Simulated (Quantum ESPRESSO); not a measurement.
# MnF2: which magnetic order is lowest

Aim: find out which collinear order of MnF2 costs least.

Main program and level: Quantum ESPRESSO 7.5; PBEsol; plane waves with GBRV 1.5 PBEsol potentials, no spin-orbit coupling.

Most raw output is cut from this account.

### 1. Starting point

Symmetry: P4_2/mnm, No. 136, tetragonal system. The conventional cell has a = 4.874 Å, b = 4.874 Å, c = 3.311 Å, α = 90.00°, β = 90.00°, γ = 90.00°. Nearest to Mn lie 6 F at 2.10 to 2.13 Å. Nearest to F lie 3 Mn at 2.10 to 2.13 Å. Farther neighbours and most contacts between anions are not listed.

The cell comes from the Crystallography Open Database.

### 2. Run 1, typed as ferro ++

The signs are those of the starting moments on the seeded atoms, the atoms that are given a moment.

pw.in

```
&CONTROL
  calculation = 'scf'
  prefix = 'pwscf'
  outdir = './tmp'
  pseudo_dir = './pseudo'
  disk_io = 'nowf'
/
&SYSTEM
  ibrav = 0
  celldm(1) = 8
  nat = 6
  ntyp = 2
  ecutwfc = 40
  ecutrho = 280
  nbnd = 44
  occupations = 'smearing'
  smearing = 'fd'
  degauss = 0.00367493
  nspin = 2
  starting_magnetization(1) = 0.3
  starting_magnetization(2) = 0
/
&ELECTRONS
  conv_thr = 1.2d-08
  electron_maxstep = 150
  mixing_beta = 0.3
/
ATOMIC_SPECIES
Mn     54.9380 mn_pbesol_v1.5.uspp.F.UPF
F      18.9984 f_pbesol_v1.4.uspp.F.UPF
CELL_PARAMETERS alat
   1.1512683982751    0.0000000000000    0.0000000000000
   0.0000000000000    1.1512683982751    0.0000000000000
   0.0000000000000    0.0000000000000    0.7820395350998
ATOMIC_POSITIONS crystal
Mn      0.0000000000    0.0000000000    0.0000000000
Mn      0.5000000000    0.5000000000    0.5000000000
F       0.3053000000    0.3053000000    0.0000000000
F       0.1947000000    0.8053000000    0.5000000000
F       0.6947000000    0.6947000000    0.0000000000
F       0.8053000000    0.1947000000    0.5000000000
K_POINTS automatic
6 6 6 0 0 0
```

Launch:

```
$ OMP_NUM_THREADS=1 mpirun -n 4 pw.x -nk 4 -in pw.in > pw.out
```

Elapsed: 36 s, on 4 MPI ranks of Intel Xeon Platinum 8488C (Sapphire Rapids), shared host; peak memory 0.56 GiB; 2.3 min of CPU time.

Spin moment in the atom's sphere by atom:

```
atom  spin moment in the atom's sphere (μB)
 Mn1                                   4.18
 Mn2                                   4.18
  F3                                   0.10
  F4                                   0.10
  F5                                   0.10
  F6                                   0.10
```

Numbers from this step:

| Property | Result |
| --- | --- |
| smearing term TS | 8.33e-7 eV |
| magnetization | 10 μB |
| absolute magnetization | 10.00 μB |
| final state | ferromagnetic |

Spin density in the ab plane at fractional z = 0.000, with atoms of Mn and F within 0.2 Å of it.

Ten even steps from '_' (0.0 e/Å³) to '@' (6.9 e/Å³), each cell a mean:
```
##--____________________..++
..________________________..
____________________________
____________________________
____________________________
____________________________
____________________________
____________________________
____________________________
____________________________
____________________________
--..______________________::
@@==____________________..##
```
Columns run along a (4.9 Å), rows up along b (4.9 Å). Atoms in or near the plane, at fractional coordinates: Mn at (0.00, 0.00), F at (0.31, 0.31), F at (0.69, 0.69).

Valence density in the ab plane at fractional z = 0.000, with atoms of Mn and F within 0.2 Å of it. It is the smooth field of the valence electrons, not physical close to the nuclei.

Ten steps, logarithmic in the rise over the least value, from '_' (0 e/Å³) to '@' (16 e/Å³), each cell a mean:
```
@@%%==..____________..::**@@
**==::__________::----::--++
::..__________::==####++::::
______________--**@@@@**--..
______________::++%%%%++::__
______________..--++==--..__
____..::--::............____
__..--++##**--..____________
__..==##@@%%==..____________
..::==##%%##==..____________
==----==++==::__________::--
%%**--::::..__________..==##
@@@@++..______________::##@@
```
Columns run along a (4.9 Å), rows up along b (4.9 Å). Atoms in or near the plane, at fractional coordinates: Mn at (0.00, 0.00), F at (0.31, 0.31), F at (0.69, 0.69).

### 3. Run 2 (antiferro +−)

Changes to pw.in since step 2:

```diff
@@ -11,6 +11,6 @@
   nat = 6
-  ntyp = 2
+  ntyp = 3
   ecutwfc = 40
   ecutrho = 280
-  nbnd = 44
+  nbnd = 39
   occupations = 'smearing'
@@ -20,3 +20,4 @@
   starting_magnetization(1) = 0.3
-  starting_magnetization(2) = 0
+  starting_magnetization(2) = -0.3
+  starting_magnetization(3) = 0
 /
@@ -28,3 +29,4 @@
 ATOMIC_SPECIES
-Mn     54.9380 mn_pbesol_v1.5.uspp.F.UPF
+Mn1    54.9380 mn_pbesol_v1.5.uspp.F.UPF
+Mn2    54.9380 mn_pbesol_v1.5.uspp.F.UPF
 F      18.9984 f_pbesol_v1.4.uspp.F.UPF
@@ -35,4 +37,4 @@
 ATOMIC_POSITIONS crystal
-Mn      0.0000000000    0.0000000000    0.0000000000
-Mn      0.5000000000    0.5000000000    0.5000000000
+Mn1     0.0000000000    0.0000000000    0.0000000000
+Mn2     0.5000000000    0.5000000000    0.5000000000
 F       0.3053000000    0.3053000000    0.0000000000
```

Wall time 74 s (4 MPI ranks); peak memory 0.59 GiB.

Spin moment in the atom's sphere by atom:

```
atom  spin moment in the atom's sphere (μB)
 Mn1                                   4.14
 Mn2                                  -4.14
  F3                                  -0.03
  F4                                   0.03
  F5                                  -0.03
  F6                                   0.03
```

Numbers from this step:

* smearing term TS: 2.03e-10 eV
* magnetization: 0 μB
* absolute magnetization: 9.586 μB
* final state: antiferromagnetic

Spin density in the ab plane at fractional z = 0.000, with atoms of Mn and F within 0.2 Å of it.

Ten even steps from '0' (-0.1 e/Å³) to '9' (6.8 e/Å³), each cell a mean:
```
73000000000015
10000000000001
00000000000000
00000000000000
00000000000000
00000000000000
00000000000000
00000000000000
00000000000000
00000000000000
00000000000000
41000000000002
94100000000027
```
Columns run along a (4.9 Å), rows up along b (4.9 Å). Atoms in or near the plane, at fractional coordinates: Mn at (0.00, 0.00), F at (0.31, 0.31), F at (0.69, 0.69).

Valence density in the ab plane at fractional z = 0.000, with atoms of Mn and F within 0.2 Å of it. It is the smooth field of the valence electrons, not physical close to the nuclei.

Ten steps, logarithmic in the rise over the least value, from '_' (0 e/Å³) to '@' (16 e/Å³), each cell a mean:
```
@@%%==..____________..::**@@
**==::__________::----::--++
::..__________::==####++::::
______________--**@@@@**--..
______________::++%%%%++::__
____________....--++==--..__
____..::--::............____
__..--++##**--..____________
__..==##@@%%==..____________
..::==##%%##==..____________
==----==++==::__________::--
%%**--::::..__________..==##
@@@@++..______________::##@@
```
Columns run along a (4.9 Å), rows up along b (4.9 Å). Atoms in or near the plane, at fractional coordinates: Mn at (0.00, 0.00), F at (0.31, 0.31), F at (0.69, 0.69).

### 4. Start 3: no spin polarisation

Changes to pw.in since step 3:

```diff
@@ -11,3 +11,3 @@
   nat = 6
-  ntyp = 3
+  ntyp = 2
   ecutwfc = 40
@@ -18,6 +18,2 @@
   degauss = 0.00367493
-  nspin = 2
-  starting_magnetization(1) = 0.3
-  starting_magnetization(2) = -0.3
-  starting_magnetization(3) = 0
 /
@@ -29,4 +25,3 @@
 ATOMIC_SPECIES
-Mn1    54.9380 mn_pbesol_v1.5.uspp.F.UPF
-Mn2    54.9380 mn_pbesol_v1.5.uspp.F.UPF
+Mn     54.9380 mn_pbesol_v1.5.uspp.F.UPF
 F      18.9984 f_pbesol_v1.4.uspp.F.UPF
@@ -37,4 +32,4 @@
 ATOMIC_POSITIONS crystal
-Mn1     0.0000000000    0.0000000000    0.0000000000
-Mn2     0.5000000000    0.5000000000    0.5000000000
+Mn      0.0000000000    0.0000000000    0.0000000000
+Mn      0.5000000000    0.5000000000    0.5000000000
 F       0.3053000000    0.3053000000    0.0000000000
```

It took 25 s on 4 MPI ranks; peak memory 0.46 GiB.

Read from the output:

| Item | Value |
| --- | --- |
| smearing term TS | 0.1424 eV |
| final state | non-magnetic (no spin polarisation) |

### 5. The states side by side

An order is kept where moments of 0.15 μB or more survive with the typed signs; meshes match where a doubled cell samples the same k points as the first cell.

Orders:

```
               start        final state  typed order kept  energy over the lowest (meV a seeded atom)  largest site moment (μB)  net moment (μB a cell of the first run)  mesh matched  CPU time (s)
            ferro ++      ferromagnetic               yes                                       56.89                     4.181                                       10           yes         140.7
        antiferro +-  antiferromagnetic               yes                                           0                      4.14                                        0           yes         289.4
no spin polarisation       non-magnetic                 -                                        3091                         0                                        0           yes         95.14
```

### 6. What came out

| Item | Value |
| --- | --- |
| lowest state found | antiferromagnetic (from antiferro +-) |
| largest site moment | 4.14 μB |
| next state with moments | ferromagnetic, 56.9 meV a seeded atom higher |
| state without moments | 3091 meV a seeded atom higher |

**Reading.** Forming the moments gains more than four times the spread of the orders, as local moments do. This is the lowest of 3 collinear or spinless starts, no proof of the ground state. No Hubbard term acts here. In such compounds local and semilocal functionals without one often delocalise the d electrons, and can shrink or lose moments and miss the size, sign and order of the couplings.

[Logs and program files are shortened in this print: banners, set-up blocks, solver, clock and traceback lines can be left out without a mark of their own.]

[Logs are printed without paths, hosts, clocks, repeated set-up lines and the standing remarks that a program may print on its own settings, such as how far it seeks lower states.]

[Hosts, paths, dates, database ids (printed as entryN), source tags and the programs' standing remarks are cut or masked in the printed files.]

[Where a cell is said to come from a database of computed structures, the database is the Materials Project.]
